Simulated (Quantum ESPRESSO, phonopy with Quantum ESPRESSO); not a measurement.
# C (Fd-3m): a volume series of phonon spectra, part 5 of 7

Aim: how the vibrations of C shift with volume, and the expansion that follows.

What experiment has found for this phase:
- volume expansion coefficient 3.5 1e-6/K and bulk modulus 442 GPa near room temperature (given in “High-Throughput Prediction of Finite-Temperature Properties using the Quasi-Harmonic Approximation”, 2016, arXiv:1603.06924)

Quantum ESPRESSO 7.5; DFT PBE, scalar-relativistic, plane waves, GBRV ultrasoft pseudopotentials.

So far. Step 4 (Self-consistent run): On a basis chosen for the relaxed cell the pressure is 0.008 GPa, small enough for phonons. Step 5 (A displaced supercell): At this level the gap is 4.14 eV on the k-mesh of the self-consistent run, which can miss the band edges.

### Step 6. Phonons, V/V0 1

This step: DFT PBE, scalar-relativistic, plane waves, GBRV ultrasoft pseudopotentials (phonopy with Quantum ESPRESSO 4.10.0 / 7.5).

Elapsed: 2.6 min, on 4 threads of Arm Neoverse V2, shared host.

Numbers from this step:

* point group: m-3m
* highest frequency: 1315 cm⁻¹
* Debye temperature from the second moment: 1861 K
* lowest frequency on the path: 0.1 cm⁻¹
* zero-point energy: 0.3593 eV/cell
* Γ frequencies: 0, 0, 0, 1294, 1294, 1294 cm⁻¹ (negative: imaginary)

Phonopy, no LO-TO term. Phonon branches along the path, in cm⁻¹:

```
    point  branch 1  branch 2  branch 3  branch 4  branch 5  branch 6
        Γ         0         0         0      1294      1294      1294
  halfway       522       522       749      1204      1204      1315
        X       797       797      1041      1041      1190      1190
  halfway       786       848      1024      1049      1155      1204
        U       753       970       990      1057      1075      1224
jump to K       753       970       990      1056      1075      1224
  halfway       481       575       758      1218      1238      1276
        Γ         0         0         0      1294      1294      1294
  halfway       399       399       696      1244      1244      1300
        L       557       557      1023      1190      1190      1263
  halfway       673       781      1004      1116      1190      1205
        W       885       886      1008      1008      1155      1155
  halfway       836       836      1030      1030      1173      1173
        X       797       797      1041      1041      1190      1190
```

The phonon branches as a text plot (rows in cm⁻¹):

```
   1288 |**********             ******************
   1233 |    *     **   ***********         ****  ****
   1178 |     ****   ***    ****                *****************
   1123 |         ***   *  ***                       **  *
   1068 |          ** ******                           *
   1014 |         *  ******                     *****************
    959 |                ***
    904 |       **          **                 *        ****
    849 |              **   ****             **        * *  **
    794 |          ******                             * *     ***
    740 |     **         **     *                      *
    685 |         *        *  **            *        **
    630 |       **          **   **                 **
    575 |    *                ***                ****
    521 |     **                           *   **
    466 |                       ***          **
    411 |  ***                     **       *
    356 |                        **      **
    301 |  **                      **      *
    247 |                          ***
    192 | *                             ***
    137 | *                          *  *
     82 |
     27 |*                            **
         Γ           X  U|K            Γ         L        W     X
```

Harmonic. Thermo, by row:

```
T (K)  F_vib (meV/atom)  S (J/mol-atom/K)  C_V (J/mol-atom/K)
    0             179.6                 0                   0
   50             179.6             0.008               0.027
  100             179.6              0.08               0.273
  150             179.5             0.319               1.063
  200             179.2             0.804                2.47
  250             178.6             1.549                4.33
  300             177.6              2.52               6.403
  350               176             3.664               8.478
  400             173.8             4.925               10.42
  450             170.9             6.255               12.17
  500             167.3             7.618                13.7
  550               163             8.988               15.03
  600               158             10.35               16.17
  650             152.3             11.68               17.14
  700             145.9             12.98               17.98
  750             138.8             14.25               18.71
  800             131.1             15.47               19.33
  850             122.8             16.66               19.87
  900             113.9             17.81               20.34
  950             104.3             18.92               20.75
 1000             94.25                20               21.11
```

The modes, C has structure finer than the step of the table below, so its rows give means over 50 cm⁻¹, whole bins alone (the curve runs from -10 to 1365 cm⁻¹). Peaks (cm⁻¹: height): 768.1: 0.00623, 1001.5: 0.0111, 1217.6: 0.0214.

Phonopy on the run's constants, 21x21x21 mesh, Gaussian sigma 9.8 cm⁻¹. Table of modes, C by wavenumber; means over each step:

```
wavenumber (cm⁻¹)  modes, C (1/cm⁻¹/cell)
               50                  5.2e-6
              100                  6.1e-5
              150                  1.7e-4
              200                  2.0e-4
              250                  4.4e-4
              300                  6.0e-4
              350                  8.5e-4
              400                 0.00122
              450                 0.00180
              500                 0.00248
              550                 0.00392
              600                 0.00493
              650                 0.00534
              700                 0.00549
              750                 0.00567
              800                 0.00510
              850                 0.00403
              900                 0.00417
              950                 0.00470
             1000                 0.00847
             1050                 0.00472
             1100                 0.00590
             1150                  0.0115
             1200                  0.0186
             1250                  0.0132
             1300                 0.00630
```

No LO-TO term. Modes at Γ:

```
mode  frequency (cm⁻¹)  symmetry
   1               0.0       T1u
   2               0.0       T1u
   3               0.0       T1u
   4            1294.0       T2g
   5            1294.0       T2g
   6            1294.0       T2g
```

Displacements in mode 5 (1294.0 cm⁻¹), the largest set to 1:
```
C1   0.23  1.00  0.50
C2  -0.23 -1.00 -0.50
```

No mode is imaginary beyond numerical noise along the path.

The time given is that of the one pw.x run on a displaced cell behind this step.

### Step 7. Ground state at this cell, V/V0 1.015

A tight ground state at this cell gives the energy of this member; its pressure is the stress at this cutoff, which can carry an offset from the finite basis.

This step: DFT PBE, scalar-relativistic, plane waves, GBRV ultrasoft pseudopotentials (Quantum ESPRESSO 7.5).

System of this step: C. Symmetry: Fd-3m, No. 227, cubic system. The conventional cell has a = 3.589 Å, b = 3.589 Å, c = 3.589 Å, α = 90.00°, β = 90.00°, γ = 90.00°. Nearest to C lie 4 C at 1.55 Å.

Input file scf.in:

```
&CONTROL
  calculation = 'scf'
  prefix      = 'x'
  outdir      = './tmp'
  pseudo_dir  = './pseudo'
  tprnfor     = .true.
  tstress     = .true.
/
&SYSTEM
  ibrav       = 0
  nat         = 2
  ntyp        = 1
  ecutwfc     = 45.0
  ecutrho     = 270.0
  occupations = 'fixed'
  nbnd        = 6
/
&ELECTRONS
  conv_thr         = 1.0d-12
  mixing_beta      = 0.7
  electron_maxstep = 100
/
ATOMIC_SPECIES
 C      12.0110  C.upf
CELL_PARAMETERS angstrom
     0.000000000    1.794324849    1.794324849
     1.794324849    0.000000000    1.794324849
     1.794324849    1.794324849    0.000000000
ATOMIC_POSITIONS crystal
 C      0.000000000   0.000000000   0.000000000
 C      0.250000000   0.250000000   0.250000000
K_POINTS automatic
 12 12 12 0 0 0
```

The run is started by

```sh
OMP_NUM_THREADS=1 mpirun -n 4 pw.x -nk 4 -in scf.in > scf.out
```

The log of the run:

```text
[banner, memory and clock lines left out]
Program PWSCF v.7.5

     Message from routine setup:
     using ibrav=0 with symmetry is DISCOURAGED, use correct ibrav instead

     G-vector sticks info

     bravais-lattice index     =            0
     lattice parameter (alat)  =       4.7953  a.u.
     unit-cell volume          =      77.9704 (a.u.)^3
     number of atoms/cell      =            2
     number of atomic types    =            1
     number of electrons       =         8.00
[...]
atom    2 type  1   force =    -0.00000000    0.00000000    0.00000000

     Total force =     0.000000     Total SCF correction =     0.000000

     Computing stress (Cartesian axis) and pressure

          total   stress  (Ry/bohr**3)                   (kbar)     P=      -62.64
[...]
-0.00000000  -0.00042580  -0.00000000           -0.00      -62.64       -0.00
  -0.00000000  -0.00000000  -0.00042580           -0.00       -0.00      -62.64

     XML data file, charge density, pseudopotentials, collected wavefunctions
[key lines of the parts left out:]
!    total energy              =     -22.96142002 Ry
convergence has been achieved in   8 iterations
```

The job ended after 1.5 s (4 MPI ranks).

At this level the gap is 4.13 eV on the k-mesh of the self-consistent run, which can miss the band edges.

### Step 8. Forces on a displaced cell

One atom (for the harmonic constants) or a pair of atoms (for the cubic ones) is moved by a few hundredths of an ångström; the forces on all atoms give a column of force constants. The threshold is tight because the forces are small.

System of this step: C. The cell holds 54 atoms: 54 C. Its edges and angles: a = 7.613 Å, b = 7.613 Å, c = 7.613 Å, α = 60.0°, β = 60.0°, γ = 60.0°. It derives from C, repeated 3×3×3.

Input file disp-00001.in:

```
&CONTROL
  calculation = 'scf'
  prefix      = 'x'
  outdir      = './tmp'
  pseudo_dir  = './pseudo'
  tprnfor     = .true.
  disk_io     = 'none'
/
&SYSTEM
  ibrav       = 0
  nat         = 54
  ntyp        = 1
  ecutwfc     = 45.0
  ecutrho     = 270.0
  occupations = 'fixed'
  nbnd        = 110
/
&ELECTRONS
  conv_thr         = 1.0d-11
  mixing_beta      = 0.7
  electron_maxstep = 100
/
ATOMIC_SPECIES
 C      12.0110  C.upf
CELL_PARAMETERS angstrom
     0.000000000    5.382974546    5.382974546
     5.382974546    0.000000000    5.382974546
     5.382974546    5.382974546    0.000000000
ATOMIC_POSITIONS crystal
 C      0.002627197   0.000000000   0.000000000
 C      0.333333333   0.000000000   0.000000000
 C      0.666666667   0.000000000   0.000000000
 C      0.000000000   0.333333333   0.000000000
 C      0.333333333   0.333333333   0.000000000
 C      0.666666667   0.333333333   0.000000000
 C      0.000000000   0.666666667   0.000000000
 C      0.333333333   0.666666667   0.000000000
 C      0.666666667   0.666666667   0.000000000
 C      0.000000000   0.000000000   0.333333333
 C      0.333333333   0.000000000   0.333333333
 C      0.666666667   0.000000000   0.333333333
 C      0.000000000   0.333333333   0.333333333
 C      0.333333333   0.333333333   0.333333333
 C      0.666666667   0.333333333   0.333333333
 C      0.000000000   0.666666667   0.333333333
 C      0.333333333   0.666666667   0.333333333
 C      0.666666667   0.666666667   0.333333333
 C      0.000000000   0.000000000   0.666666667
 C      0.333333333   0.000000000   0.666666667
 C      0.666666667   0.000000000   0.666666667
 C      0.000000000   0.333333333   0.666666667
 C      0.333333333   0.333333333   0.666666667
 C      0.666666667   0.333333333   0.666666667
 C      0.000000000   0.666666667   0.666666667
 C      0.333333333   0.666666667   0.666666667
 C      0.666666667   0.666666667   0.666666667
 C      0.083333333   0.083333333   0.083333333
 C      0.416666667   0.083333333   0.083333333
 C      0.750000000   0.083333333   0.083333333
 C      0.083333333   0.416666667   0.083333333
 C      0.416666667   0.416666667   0.083333333
 C      0.750000000   0.416666667   0.083333333
 C      0.083333333   0.750000000   0.083333333
 C      0.416666667   0.750000000   0.083333333
 C      0.750000000   0.750000000   0.083333333
 C      0.083333333   0.083333333   0.416666667
 C      0.416666667   0.083333333   0.416666667
 C      0.750000000   0.083333333   0.416666667
 C      0.083333333   0.416666667   0.416666667
 C      0.416666667   0.416666667   0.416666667
 C      0.750000000   0.416666667   0.416666667
 C      0.083333333   0.750000000   0.416666667
 C      0.416666667   0.750000000   0.416666667
 C      0.750000000   0.750000000   0.416666667
 C      0.083333333   0.083333333   0.750000000
 C      0.416666667   0.083333333   0.750000000
 C      0.750000000   0.083333333   0.750000000
 C      0.083333333   0.416666667   0.750000000
 C      0.416666667   0.416666667   0.750000000
 C      0.750000000   0.416666667   0.750000000
 C      0.083333333   0.750000000   0.750000000
 C      0.416666667   0.750000000   0.750000000
 C      0.750000000   0.750000000   0.750000000
K_POINTS automatic
 3 3 3 0 0 0
```

The run is started by

```sh
OMP_NUM_THREADS=1 mpirun -n 4 pw.x -nk 4 -in disp-00001.in > disp-00001.out
```

The log of the run:

```text
[banner, memory and clock lines left out]
Program PWSCF v.7.5

     Message from routine setup:
     using ibrav=0 with symmetry is DISCOURAGED, use correct ibrav instead

     G-vector sticks info

     bravais-lattice index     =            0
     lattice parameter (alat)  =      14.3859  a.u.
     unit-cell volume          =    2105.2010 (a.u.)^3
     number of atoms/cell      =           54
     number of atomic types    =            1
     number of electrons       =       216.00
[...]
atom    1 type  1   force =    -0.00071853   -0.02367520   -0.02367520
     atom    2 type  1   force =     0.00071298    0.00176470    0.00176470
     atom    3 type  1   force =    -0.00070879    0.00168866    0.00168866
[...]
atom   53 type  1   force =     0.00009873   -0.00007778   -0.00007778
     atom   54 type  1   force =    -0.00000013   -0.00002946   -0.00002946

     Total force =     0.037004     Total SCF correction =     0.000002
     Message from routine punch:
     Nothing written, as per user request (disk_io='none')
[key lines of the parts left out:]
!    total energy              =    -619.95711349 Ry
convergence has been achieved in  14 iterations
```

Wall time 2.7 min (4 MPI ranks); 11 min of CPU time.

### Step 9. Phonons, V/V0 1.015

This step: DFT PBE, scalar-relativistic, plane waves, GBRV ultrasoft pseudopotentials (phonopy with Quantum ESPRESSO 4.10.0 / 7.5).

Elapsed: 2.7 min, on 4 threads.

Phonopy, no LO-TO term. The phonon branches at the labelled points (cm⁻¹):

```csv
point,branch 1,branch 2,branch 3,branch 4,branch 5,branch 6
Γ,0,0,0,1275,1275,1275
halfway,517,517,739,1185,1185,1296
X,793,793,1017,1017,1174,1174
halfway,783,843,1002,1025,1139,1185
U,750,960,971,1042,1052,1204
jump to K,750,961,971,1042,1052,1204
halfway,479,568,747,1198,1218,1259
Γ,0,0,0,1275,1275,1275
halfway,397,397,683,1225,1225,1283
L,555,555,1000,1168,1168,1252
halfway,669,774,984,1097,1176,1183
W,877,877,993,993,1134,1134
halfway,830,830,1009,1009,1155,1155
X,793,793,1017,1017,1174,1174
```

The phonon branches as a text plot (rows in cm⁻¹):

```
   1269 |**********             ********************
   1215 |    *     **   ***********         ***     **
   1161 |     ****   ***    ****               *********** ******
   1107 |         ***   *  ***                       ** ***
   1053 |          **   ****                           *
    999 |         *  *****                      *****************
    945 |                ***                             *
    891 |       **      *   **                 *        * **
    837 |              *    ****                       * *  ***
    783 |          *******                   **       * *      **
    729 |     **  *       **    *                      *
    675 |                     **            *        **
    621 |       **          **   **                 **
    567 |    *                ***               *****
    513 |     **                           *   *
    459 |                       ***          **
    405 |  ***                     **       *
    351 |                        **      **
    297 |  **                      **      *
    243 |                          ***   **
    189 | *                             *
    135 | *                          *  *
     81 |
     27 |*                            **
         Γ           X  U|K            Γ         L        W     X
```

No mode is imaginary beyond numerical noise along the path. The highest zone-centre mode (no LO–TO term) moved by -1.5 % for a volume change of +1.5 %.

The time given is that of the one pw.x run on a displaced cell behind this step.

### Step 10. Ground state at this cell, V/V0 0.985

A tight ground state at this cell gives the energy of this member; its pressure is the stress at this cutoff, which can carry an offset from the finite basis.

This step: DFT PBE, scalar-relativistic, plane waves, GBRV ultrasoft pseudopotentials (Quantum ESPRESSO 7.5).

System of this step: C. It takes space group Fd-3m (No. 227, cubic). The conventional cell has a = 3.553 Å, b = 3.553 Å, c = 3.553 Å, α = 90.00°, β = 90.00°, γ = 90.00°. Nearest to C lie 4 C at 1.54 Å.

Edit scf.in of step 7 so:

```diff
@@ -25,5 +25,5 @@
 CELL_PARAMETERS angstrom
-     0.000000000    1.794324849    1.794324849
-     1.794324849    0.000000000    1.794324849
-     1.794324849    1.794324849    0.000000000
+     0.000000000    1.776469686    1.776469686
+     1.776469686    0.000000000    1.776469686
+     1.776469686    1.776469686    0.000000000
 ATOMIC_POSITIONS crystal
```

The run is started by

```sh
OMP_NUM_THREADS=1 mpirun -n 4 pw.x -nk 4 -in scf.in > scf.out
```

The log of the run:

```text
[banner, memory and clock lines left out]
Program PWSCF v.7.5

     Message from routine setup:
     using ibrav=0 with symmetry is DISCOURAGED, use correct ibrav instead

     G-vector sticks info

     bravais-lattice index     =            0
     lattice parameter (alat)  =       4.7476  a.u.
     unit-cell volume          =      75.6659 (a.u.)^3
     number of atoms/cell      =            2
     number of atomic types    =            1
     number of electrons       =         8.00
[...]
atom    2 type  1   force =     0.00000000   -0.00000000   -0.00000000

     Total force =     0.000000     Total SCF correction =     0.000000

     Computing stress (Cartesian axis) and pressure

          total   stress  (Ry/bohr**3)                   (kbar)     P=       67.38
[...]
0.00000000   0.00045806   0.00000000            0.00       67.38        0.00
   0.00000000   0.00000000   0.00045806            0.00        0.00       67.38

     XML data file, charge density, pseudopotentials, collected wavefunctions
[key lines of the parts left out:]
!    total energy              =     -22.96135332 Ry
convergence has been achieved in   8 iterations
```

It took 1.4 s on 4 MPI ranks.

The run ends at a pressure of 6.74 GPa.

### Step 11. Forces on a displaced cell

One atom (for the harmonic constants) or a pair of atoms (for the cubic ones) is moved by a few hundredths of an ångström; the forces on all atoms give a column of force constants. The threshold is tight because the forces are small.

System of this step: C. The cell holds 54 atoms: 54 C. Its edges and angles: a = 7.537 Å, b = 7.537 Å, c = 7.537 Å, α = 60.0°, β = 60.0°, γ = 60.0°. It derives from C, repeated 3×3×3.

Edit disp-00001.in of step 8 so:

```diff
@@ -25,7 +25,7 @@
 CELL_PARAMETERS angstrom
-     0.000000000    5.382974546    5.382974546
-     5.382974546    0.000000000    5.382974546
-     5.382974546    5.382974546    0.000000000
+     0.000000000    5.329409057    5.329409057
+     5.329409057    0.000000000    5.329409057
+     5.329409057    5.329409057    0.000000000
 ATOMIC_POSITIONS crystal
- C      0.002627197   0.000000000   0.000000000
+ C      0.002653603   0.000000000   0.000000000
  C      0.333333333   0.000000000   0.000000000
```

The run is started by

```sh
OMP_NUM_THREADS=1 mpirun -n 4 pw.x -nk 4 -in disp-00001.in > disp-00001.out
```

The log of the run:

```text
[banner, memory and clock lines left out]
Program PWSCF v.7.5

     Message from routine setup:
     using ibrav=0 with symmetry is DISCOURAGED, use correct ibrav instead

     G-vector sticks info

     bravais-lattice index     =            0
     lattice parameter (alat)  =      14.2427  a.u.
     unit-cell volume          =    2042.9783 (a.u.)^3
     number of atoms/cell      =           54
     number of atomic types    =            1
     number of electrons       =       216.00
[...]
atom    1 type  1   force =    -0.00078538   -0.02515106   -0.02515106
     atom    2 type  1   force =     0.00074825    0.00185718    0.00185718
     atom    3 type  1   force =    -0.00074372    0.00177756    0.00177756
[...]
atom   53 type  1   force =     0.00010012   -0.00008336   -0.00008336
     atom   54 type  1   force =    -0.00000014   -0.00002914   -0.00002914

     Total force =     0.039395     Total SCF correction =     0.000002
     Message from routine punch:
     Nothing written, as per user request (disk_io='none')
[key lines of the parts left out:]
!    total energy              =    -619.95537090 Ry
convergence has been achieved in  14 iterations
```

Run time: 2.6 min. Hardware: 4 MPI ranks.

(Part 5 of 7 ends here.)

[Logs are printed without paths, hosts, clocks, repeated set-up lines and the standing remarks that a program may print on its own settings, such as how far it seeks lower states.]

[Hosts, paths, dates, database ids (printed as entryN), source tags and the programs' standing remarks are cut or masked in the printed files.]

[A step with changed settings may run another functional than the one named; its input shows which.]

[Of the runs on displaced cells, only some may be shown.]
